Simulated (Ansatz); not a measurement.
# linear Pt chain under tension and compression, part 2 of 2

Aim: how do moment and conductance of the linear Pt chain follow its length?

Ansatz 0.2.0; DFT LDA, plane waves, PAW; relaxation of a chain's period (the session's first sound run).

So far, conductance of the lead as this run defines it (G₀): step 3 (the chain at a fixed length, period over the relaxed period …) 4.00.

**4. The chain at a fixed length, period over the relaxed period 0.92, k-mesh 1×1×38**

Level of this step: DFT LDA, plane waves, PAW; channels and complex bands of a perfect chain (Ansatz).

The period is set to 0.92 times the relaxed one: shorter bonds widen the bands.

The cell differs from the one that the last finished run ended in (c 2.027 → 2.119 Å).

Input file input.yaml:

```yaml
crystal:
  lattice:
    - [7.5, 0.0, 0.0]
    - [0.0, 7.5, 0.0]
    - [0.0, 0.0, 2.1186966136]
  atoms:
    - { symbol: Pt, position: [0.5, 0.5, 0.0], spin: 0.6 }
magnetization:
  spin_polarized: true
kpoints:
  mp_grid: { grid: [1, 1, 38] }
scf:
  occupations: { method: fermi_dirac, width: 0.05 }
hamiltonian:
  xc: lda
output:
  transmission:
    e_range: [-2, 2]
    de: 0.035
    kmesh: [1, 1]
    reduced_basis: true
    leads: [[0, 0]]
  stress: true
```

The run is started by

```bash
> ansatz run input.yaml --threads 4 --pin off --max-ram 8192MiB --backend cpu --events-out ev --progress --plain --runs-dir out
```

Numbers of over 12 decimals in the logs are rounded to 6 here.

Log:

```text
[...]
Crystal: 1 atoms, lattice volume = 119.177 Å³
Basis set: ecut = 420 eV, 2335 PW (Γ)
Bands: 14, of which v1, the nominal top of the filled ones, is band 9 counted from 1 (8 counted from 0)
Symmetry: 16 space group operations
[...]
k-points: 20 of 38
[...]
Starting moments: Σ|m| = 0.6 μB on 1 of 1 site
[...]
--- Transmission ---
  basis      : 497 plane waves across, 3 finite elements along
  points     : 1, standing for a mesh of 1 x 1
[...]
crystal 0  : Pt1, at the sites [0, 0], period 2.1187 Å: whole cells are its period
[...]
filled         : 76.9 meV under the level at which it is neutral
    channels       : 4.000000e0 up, 4.000000e0 down
[...]
[key lines of the parts left out:]
SCF converged after 9 iterations
Magnetization: 0.0000 μB (9.0000 up, 9.0000 down)
Free energy (F): -12241.146983 eV
Fermi energy:    -2.418186 eV
P = ⅓ Tr σ = 5.8590 GPa (58.590 kbar)
```

It took 18 s on 4 threads of Arm Neoverse V1, shared host; peak memory 0.44 GiB.

At the computed energy nearest the Fermi level there are 4 spin-up and 4 spin-down channels, and the thermal average gives 4.00 G₀.

**5. At a set period, period over the relaxed period 0.96, k-mesh 1×1×37**

The period is set to 0.96 times the relaxed one: shorter bonds widen the bands.

The cell differs from the one that the last finished run ended in (c 2.119 → 2.211 Å).

input.yaml, as its differences from that of step 4:

```diff
@@ -4,3 +4,3 @@
     - [0.0, 7.5, 0.0]
-    - [0.0, 0.0, 2.1186966136]
+    - [0.0, 0.0, 2.2108138577]
   atoms:
@@ -10,3 +10,3 @@
 kpoints:
-  mp_grid: { grid: [1, 1, 38] }
+  mp_grid: { grid: [1, 1, 37] }
 scf:
```

Log:

```text
[...]
Crystal: 1 atoms, lattice volume = 124.358 Å³
Basis set: ecut = 420 eV, 2463 PW (Γ)
Bands: 14, of which v1, the nominal top of the filled ones, is band 9 counted from 1 (8 counted from 0)
Symmetry: 16 space group operations
[...]
k-points: 19 of 37
[...]
Starting moments: Σ|m| = 0.6 μB on 1 of 1 site
[...]
--- Transmission ---
  basis      : 497 plane waves across, 3 finite elements along
  points     : 1, standing for a mesh of 1 x 1
[...]
crystal 0  : Pt1, at the sites [0, 0], period 2.2108 Å: whole cells are its period
[...]
filled         : 44.4 meV under the level at which it is neutral
    channels       : 4.000000e0 up, 4.000000e0 down
[...]
[key lines of the parts left out:]
SCF converged after 10 iterations
Magnetization: 0.0000 μB (9.0000 up, 9.0000 down)
Free energy (F): -12241.531646 eV
Fermi energy:    -2.738563 eV
P = ⅓ Tr σ = 2.2465 GPa (22.465 kbar)
```

Elapsed: 17 s, on 4 threads; peak memory 0.41 GiB.

At the computed energy nearest the Fermi level there are 4 spin-up and 4 spin-down channels, and the thermal average gives 4.00 G₀.

**6. The chain at a fixed length, period over the relaxed period 1, k-mesh 1×1×35**

The period is set to 1.0 times the relaxed one, as the point of reference.

input.yaml, as its differences from that of step 5:

```diff
@@ -4,3 +4,3 @@
     - [0.0, 7.5, 0.0]
-    - [0.0, 0.0, 2.2108138577]
+    - [0.0, 0.0, 2.3029311018]
   atoms:
@@ -10,3 +10,3 @@
 kpoints:
-  mp_grid: { grid: [1, 1, 37] }
+  mp_grid: { grid: [1, 1, 35] }
 scf:
```

Log:

```text
[...]
Crystal: 1 atoms, lattice volume = 129.540 Å³
Basis set: ecut = 420 eV, 2527 PW (Γ)
Bands: 14, of which v1, the nominal top of the filled ones, is band 9 counted from 1 (8 counted from 0)
Symmetry: 16 space group operations
[...]
k-points: 18 of 35
[...]
Starting moments: Σ|m| = 0.6 μB on 1 of 1 site
[...]
--- Transmission ---
  basis      : 497 plane waves across, 3 finite elements along
  points     : 1, standing for a mesh of 1 x 1
[...]
crystal 0  : Pt1, at the sites [0, 0], period 2.3029 Å: whole cells are its period
[...]
filled         : 18.5 meV under the level at which it is neutral
    channels       : 4.000000e0 up, 4.000000e0 down
[...]
[key lines of the parts left out:]
SCF converged after 9 iterations
Magnetization: 0.0000 μB (9.0000 up, 9.0000 down)
Free energy (F): -12241.640582 eV
Fermi energy:    -3.028521 eV
P = ⅓ Tr σ = -0.0962 GPa (-0.962 kbar)
```

It took 17 s on 4 threads; peak memory 0.42 GiB.

At the computed energy nearest the Fermi level there are 4 spin-up and 4 spin-down channels, and the thermal average gives 4.00 G₀.

**7. At a set period, period over the relaxed period 1.04, k-mesh 1×1×34**

The period is set to 1.04 times the relaxed one: longer bonds narrow the bands.

The cell differs from the one that the last finished run ended in (c 2.303 → 2.395 Å).

input.yaml, as its differences from that of step 6:

```diff
@@ -4,3 +4,3 @@
     - [0.0, 7.5, 0.0]
-    - [0.0, 0.0, 2.3029311018]
+    - [0.0, 0.0, 2.3950483458]
   atoms:
@@ -10,3 +10,3 @@
 kpoints:
-  mp_grid: { grid: [1, 1, 35] }
+  mp_grid: { grid: [1, 1, 34] }
 scf:
```

Log:

```text
[...]
Crystal: 1 atoms, lattice volume = 134.721 Å³
Basis set: ecut = 420 eV, 2617 PW (Γ)
Bands: 14, of which v1, the nominal top of the filled ones, is band 9 counted from 1 (8 counted from 0)
Symmetry: 16 space group operations
[...]
k-points: 18 of 34
[...]
Starting moments: Σ|m| = 0.6 μB on 1 of 1 site
[...]
--- Transmission ---
  basis      : 497 plane waves across, 3 finite elements along
  points     : 1, standing for a mesh of 1 x 1
[...]
crystal 0  : Pt1, at the sites [0, 0], period 2.3950 Å: whole cells are its period
[...]
filled         : 6.3 meV over the level at which it is neutral
    channels       : 4.000000e0 up, 4.000000e0 down
[...]
[key lines of the parts left out:]
SCF converged after 9 iterations
Magnetization: 0.0000 μB (9.0000 up, 9.0000 down)
Free energy (F): -12241.560107 eV
Fermi energy:    -3.255951 eV
P = ⅓ Tr σ = -1.5264 GPa (-15.264 kbar)
```

The job ended after 16 s (4 threads; peak memory 0.41 GiB).

At the computed energy nearest the Fermi level there are 4 spin-up and 4 spin-down channels, and the thermal average gives 4.00 G₀. The change of length costs 0.083 eV a cell and leaves no moment.

**8. At a set period, period over the relaxed period 1.08, k-mesh 1×1×33**

The period is set to 1.08 times the relaxed one: longer bonds narrow the bands.

The cell differs from the one that the last finished run ended in (c 2.395 → 2.487 Å).

input.yaml, as its differences from that of step 7:

```diff
@@ -4,3 +4,3 @@
     - [0.0, 7.5, 0.0]
-    - [0.0, 0.0, 2.3950483458]
+    - [0.0, 0.0, 2.4871655899]
   atoms:
@@ -10,3 +10,3 @@
 kpoints:
-  mp_grid: { grid: [1, 1, 34] }
+  mp_grid: { grid: [1, 1, 33] }
 scf:
```

Log:

```text
[...]
Crystal: 1 atoms, lattice volume = 139.903 Å³
Basis set: ecut = 420 eV, 2729 PW (Γ)
Bands: 14, of which v1, the nominal top of the filled ones, is band 9 counted from 1 (8 counted from 0)
Symmetry: 16 space group operations
[...]
k-points: 17 of 33
[...]
Starting moments: Σ|m| = 0.6 μB on 1 of 1 site
[...]
--- Transmission ---
  basis      : 497 plane waves across, 4 finite elements along
  points     : 1, standing for a mesh of 1 x 1
[...]
crystal 0  : Pt1, at the sites [0, 0], period 2.4872 Å: whole cells are its period
[...]
filled         : 13.9 meV over the level at which it is neutral
    channels       : 4.000000e0 up, 4.000000e0 down
[...]
[key lines of the parts left out:]
SCF converged after 9 iterations
Magnetization: 0.0000 μB (9.0000 up, 9.0000 down)
Free energy (F): -12241.374547 eV
Fermi energy:    -3.433518 eV
P = ⅓ Tr σ = -2.3605 GPa (-23.605 kbar)
```

Elapsed: 24 s, on 4 threads; peak memory 0.46 GiB.

At the computed energy nearest the Fermi level there are 4 spin-up and 4 spin-down channels, and the thermal average gives 4.00 G₀. The change of length costs 0.270 eV a cell and leaves no moment.

**9. The chain at a fixed length, period over the relaxed period 1.13, k-mesh 1×1×31**

The period is set to 1.13 times the relaxed one: longer bonds narrow the bands.

The cell differs from the one that the last finished run ended in (c 2.487 → 2.602 Å).

input.yaml, as its differences from that of step 8:

```diff
@@ -4,3 +4,3 @@
     - [0.0, 7.5, 0.0]
-    - [0.0, 0.0, 2.4871655899]
+    - [0.0, 0.0, 2.602312145]
   atoms:
@@ -10,3 +10,3 @@
 kpoints:
-  mp_grid: { grid: [1, 1, 33] }
+  mp_grid: { grid: [1, 1, 31] }
 scf:
```

Log:

```text
[...]
Crystal: 1 atoms, lattice volume = 146.380 Å³
Basis set: ecut = 420 eV, 2873 PW (Γ)
Bands: 14, of which v1, the nominal top of the filled ones, is band 9 counted from 1 (8 counted from 0)
Symmetry: 16 space group operations
[...]
k-points: 16 of 31
[...]
Starting moments: Σ|m| = 0.6 μB on 1 of 1 site
[...]
--- Transmission ---
  basis      : 497 plane waves across, 4 finite elements along
  points     : 1, standing for a mesh of 1 x 1
[...]
crystal 0  : Pt1, at the sites [0, 0], period 2.6023 Å: whole cells are its period
[...]
filled         : 4.4 meV over the level at which it is neutral
    channels       : 4.000000e0 up, 4.000000e0 down
[...]
[key lines of the parts left out:]
SCF converged after 11 iterations
Magnetization: -0.0000 μB (9.0000 up, 9.0000 down)
Free energy (F): -12241.058918 eV
Fermi energy:    -3.633301 eV
P = ⅓ Tr σ = -2.8528 GPa (-28.528 kbar)
```

Wall time 28 s (4 threads); peak memory 0.46 GiB.

At the computed energy nearest the Fermi level there are 4 spin-up and 4 spin-down channels, and the thermal average gives 4.00 G₀. The change of length costs 0.591 eV a cell and leaves no moment.

**10. The chain at a fixed length, period over the relaxed period 1.2, k-mesh 1×1×29**

The period is set to 1.2 times the relaxed one: longer bonds narrow the bands.

The cell differs from the one that the last finished run ended in (c 2.602 → 2.764 Å).

input.yaml, as its differences from that of step 9:

```diff
@@ -4,3 +4,3 @@
     - [0.0, 7.5, 0.0]
-    - [0.0, 0.0, 2.602312145]
+    - [0.0, 0.0, 2.7635173221]
   atoms:
@@ -10,3 +10,3 @@
 kpoints:
-  mp_grid: { grid: [1, 1, 31] }
+  mp_grid: { grid: [1, 1, 29] }
 scf:
```

Log:

```text
[...]
Crystal: 1 atoms, lattice volume = 155.448 Å³
Basis set: ecut = 420 eV, 3089 PW (Γ)
Bands: 14, of which v1, the nominal top of the filled ones, is band 9 counted from 1 (8 counted from 0)
Symmetry: 16 space group operations
[...]
k-points: 15 of 29
[...]
Starting moments: Σ|m| = 0.6 μB on 1 of 1 site
[...]
--- Transmission ---
  basis      : 497 plane waves across, 4 finite elements along
  points     : 1, standing for a mesh of 1 x 1
[...]
crystal 0  : Pt1, at the sites [0, 0], period 2.7635 Å: whole cells are its period
[...]
filled         : 17.2 meV over the level at which it is neutral
    channels       : 1.000000e0 up, 4.000000e0 down
[...]
[key lines of the parts left out:]
SCF converged after 10 iterations
Magnetization: 1.0486 μB (9.5243 up, 8.4757 down)
Free energy (F): -12240.577396 eV
Fermi energy:    -3.766308 eV
P = ⅓ Tr σ = -2.6460 GPa (-26.460 kbar)
```

Run time: 23 s. Hardware: 4 threads; peak memory 0.43 GiB; 71 s of CPU time.

At the computed energy nearest the Fermi level there are 1 spin-up and 4 spin-down channels, and the thermal average gives 3.23 G₀. The change of length costs 1.080 eV a cell and leaves an absolute moment of 1.05 μB a cell.

Between step 3 and this run (period over the relaxed period 1.2 and k-mesh 1×1×29) the value for the conductance of the lead as this run defines it moves from 4.00 G₀ to 3.23 G₀ (-19 %).

**11. At a set period, period over the relaxed period 1.3, k-mesh 1×1×27**

The period is set to 1.3 times the relaxed one: longer bonds narrow the bands.

The cell differs from the one that the last finished run ended in (c 2.764 → 2.994 Å).

input.yaml, as its differences from that of step 10:

```diff
@@ -4,3 +4,3 @@
     - [0.0, 7.5, 0.0]
-    - [0.0, 0.0, 2.7635173221]
+    - [0.0, 0.0, 2.9938104323]
   atoms:
@@ -10,3 +10,3 @@
 kpoints:
-  mp_grid: { grid: [1, 1, 29] }
+  mp_grid: { grid: [1, 1, 27] }
 scf:
```

Log:

```text
[...]
Crystal: 1 atoms, lattice volume = 168.402 Å³
Basis set: ecut = 420 eV, 3291 PW (Γ)
Bands: 14, of which v1, the nominal top of the filled ones, is band 9 counted from 1 (8 counted from 0)
Symmetry: 16 space group operations
[...]
k-points: 14 of 27
[...]
Starting moments: Σ|m| = 0.6 μB on 1 of 1 site
[...]
--- Transmission ---
  basis      : 497 plane waves across, 4 finite elements along
  points     : 1, standing for a mesh of 1 x 1
[...]
crystal 0  : Pt1, at the sites [0, 0], period 2.9938 Å: whole cells are its period
[...]
filled         : 13.0 meV over the level at which it is neutral
    channels       : 1.000000e0 up, 4.000000e0 down
[...]
[key lines of the parts left out:]
SCF converged after 10 iterations
Magnetization: 1.2184 μB (9.6092 up, 8.3908 down)
Free energy (F): -12239.976951 eV
Fermi energy:    -3.914399 eV
P = ⅓ Tr σ = -2.4121 GPa (-24.121 kbar)
```

The job ended after 14 s (4 threads; peak memory 0.4 GiB; 44 s of CPU time).

At the computed energy nearest the Fermi level there are 1 spin-up and 4 spin-down channels, and the thermal average gives 2.89 G₀. The change of length costs 1.684 eV a cell and leaves an absolute moment of 1.22 μB a cell.

For the conductance of the lead as this run defines it, step 3 gave 4.00 G₀; this run, with period over the relaxed period 1.3 and k-mesh 1×1×27, gives 2.89 G₀ (-28 %).

**12. The series together**

Times are for 4 threads of Arm Neoverse V1, shared host. The series side by side:

```tsv
no.	period over the relaxed period	conductance of the lead as this run defines it (G₀)	absolute moment (μB)	energy at zero smearing less the lowest (eV)	time	memory (GiB)
1	0.88	4.000	0	1.317	19 s	0.43
2	0.92	4.000	0	0.4954	18 s	0.44
3	0.96	4.000	0	0.1109	17 s	0.41
4	1	4.000	0	0	17 s	0.42
5	1.04	4.000	0	0.08327	16 s	0.41
6	1.08	4.000	0	0.2702	24 s	0.46
7	1.13	4.000	0	0.5906	28 s	0.46
8	1.2	3.228	1.049	1.080	23 s	0.43
9	1.3	2.891	1.218	1.684	14 s	0.4
```

**13. The same system on other settings: scf.n_extra_bands = 8**

This step: DFT LDA, plane waves, PAW; channels and complex bands of a perfect chain; changed: scf.n_extra_bands = 8 (Ansatz 0.2.0).

The atoms of the run at the relaxed period are kept and the input is varied, to see whether the result depends on it.

input.yaml, the sections that differ from step 11:

```yaml
crystal:
  lattice:
    - [7.5, 0.0, 0.0]
    - [0.0, 7.5, 0.0]
    - [0.0, 0.0, 2.3029311018]
  atoms:
    - { symbol: Pt, position: [0.5, 0.5, 0.0], spin: 0.6 }
kpoints:
  mp_grid: { grid: [1, 1, 35] }
scf:
  occupations: { method: fermi_dirac, width: 0.05 }
  n_extra_bands: 8
# magnetization, hamiltonian, output: as in step 11
```

Log:

```text
[...]
Crystal: 1 atoms, lattice volume = 129.540 Å³
Basis set: ecut = 420 eV, 2527 PW (Γ)
Bands: 17, of which v1, the nominal top of the filled ones, is band 9 counted from 1 (8 counted from 0)
Symmetry: 16 space group operations
[...]
k-points: 18 of 35
[...]
Starting moments: Σ|m| = 0.6 μB on 1 of 1 site
[...]
SCF iter   1: F=—  HF=-12241.529180 eV  |F-HF|=—  |Δ(HF+E_count)|=         —  Δρ=2.09e-2 (↑2.09e-2 ↓1.31e-2)  dr2=7.08e-1  dr2_m=9.98e-2  M=0.052 μB ∫|m|=0.053 μB  β_m=0.30  ethr=3.10e-3  ⟨swp⟩=6.1  Hψ=3111  notcnv=0
[...]
SCF iter   9: F=-12241.640582 eV  HF=-12241.640582 eV  |F-HF|=3.64e-12  |Δ(HF+E_count)|=  2.00e-11  Δρ=4.05e-8 (↑4.05e-8 ↓2.58e-8)  dr2=6.43e-12  dr2_m=2.74e-13  M=0.000 μB ∫|m|=0.000 μB  ethr=1.00e-12  ⟨swp⟩=6.7  Hψ=2556  notcnv=0
SCF 1 converged in 9 iterations: F = -12241.640582 eV  dr2 = 6.43e-12
[...]
transmission: 6 of 36 steps passed
transmission: 9 of 36 steps passed
[...]
transmission: 36 of 36 steps passed
SCF converged after 9 iterations
Magnetization: 0.0000 μB (9.0000 up, 9.0000 down)
Absolute magnetization: 0.0000 μB (∫|ρ↑−ρ↓|, with the PAW one-centre terms)
[...]
Per-site moments (μB) at R_I (Å): [(1.3710805869051525e-7, 0.949959)]
Free energy (F): -12241.640582 eV
[...]
Internal energy: -12241.633937 eV  (E = F + TS)
E sigma→0 (E₀):  -12241.637260 eV
Entropy (-TS):   -0.006645 eV (-6.645 meV/atom)
Fermi energy:    -3.028522 eV
[...]
--- Stress (GPa, compression-positive) ---
       -0.094553       0.000000       0.000000
        0.000000      -0.094553       0.000000
        0.000000       0.000000      -0.099597
  P = ⅓ Tr σ = -0.0962 GPa (-0.962 kbar)
--- Band table (eV; the first three rows and the last of 36) ---
  k-point 0 ↑: bands = [... 5 lower, -5.0033, -4.7624, -4.7582, -1.9744, -1.9744, 0.4633, 0.4633, 2.8323, ... 4 higher]
  k-point 1 ↑: bands = [... 5 lower, -4.9862, -4.7533, -4.7491, -2.0839, -2.0839, 0.5510, 0.5510, 2.8547, ... 4 higher]
  k-point 2 ↑: bands = [... 5 lower, -4.9350, -4.7261, -4.7220, -2.3733, -2.3733, 0.7782, 0.7782, 2.9216, ... 4 higher]
  k-point 17 ↓: bands = [... 5 lower, -7.5557, -3.4872, -3.4863, -2.6240, 2.2445, 6.8797, 7.5806, 7.5806, ... 4 higher]
--- Transmission ---
  basis      : 497 plane waves across, 3 finite elements along
  points     : 1, standing for a mesh of 1 x 1
[...]
crystal 0  : Pt1, at the sites [0, 0], period 2.3029 Å: whole cells are its period
[...]
filled         : 18.5 meV under the level at which it is neutral
    channels       : 4.000000e0 up, 4.000000e0 down
[...]
```

Wall time 18 s (4 threads); peak memory 0.41 GiB.

Numbers from this step:

```
energy at zero smearing                                 : -12241.6373 eV
channels at the energy nearest the Fermi level, spin up : 4
conductance of the lead as this run defines it          : 4.000 G₀
```

Open channels of the lead against energy, zero at the Fermi level:

```tsv
energy (eV)	spin up	spin down
-2.00	3	3
-1.90	4	4
-1.79	4	4
-1.69	6	6
-1.58	6	6
-1.48	6	6
-1.37	6	6
-1.23	6	6
-1.12	6	6
-1.02	6	6
-0.92	6	6
-0.81	6	6
-0.70	6	6
-0.60	6	6
-0.49	6	6
-0.39	4	4
-0.28	4	4
-0.18	4	4
-0.07	4	4
-0.01	4	4
0.07	4	4
0.17	4	4
0.28	4	4
0.38	4	4
0.48	3	3
0.59	3	3
0.69	3	3
0.80	3	3
0.91	3	3
1.01	3	3
1.11	1	1
1.22	1	1
1.36	1	1
1.47	1	1
1.57	1	1
1.68	1	1
1.78	1	1
1.89	1	1
1.99	1	1
```

It took 18 s against 17 s for the run it varies, and the conductance is 4.00 G₀ against 4.00 G₀.

The channels at the energy nearest the Fermi level, spin up, channels at the energy nearest the Fermi level, spin down and conductance of the lead as this run defines it stay within 0.2 % plus 0.001 of the run it varies.

Against step 6 (now other band count), the conductance of the lead as this run defines it stays at 4.00 G₀. The starting moments have collapsed: the run ends non-magnetic.

**14. What came out**

| Property | Result |
| --- | --- |
| relaxed cell length | 2.303 Å |
| conductance at period × 0.88 | 4.00 G₀ |
| conductance at period × 1.0 | 4.00 G₀ |
| conductance at period × 1.13 | 4.00 G₀ |
| conductance at period × 1.3 | 2.89 G₀ |
| absolute moment at period × 0.88 | 0 μB |
| absolute moment at period × 1.0 | 0 μB |
| absolute moment at period × 1.3 | 1.22 μB |

**Reading.** In these runs no moment survives at the shortest period, and one is present from a factor of 1.2 on: longer bonds narrow the bands, which favours exchange splitting. The conductance goes from 4.00 G₀ at the shortest period to 2.89 G₀ at the longest, while the magnetic state changes too. Transport is coherent and elastic here: the atoms are frozen, so scattering by vibrations plays no part. Spin-orbit coupling is left out, which matters for the bands of heavy atoms. No search over magnetic orders was made; another may lie lower. For the perfect chain only parallel moments were started; its antiparallel and spiral orders were not tested. Conductances of a perfect chain off the multiples of half a G0 come from band edges within the thermal window; the square box also splits pairs of bands that an isolated chain keeps degenerate, which moves such edges. The lead's cell of one atom keeps the chain straight and evenly spaced; a zigzag or dimerised form may lie lower.

[Logs are printed without paths, hosts, clocks, repeated set-up lines and the standing remarks that a program may print on its own settings, such as how far it seeks lower states.]

[Hosts, paths, dates, database ids (printed as entryN), source tags and the programs' standing remarks are cut or masked in the printed files.]
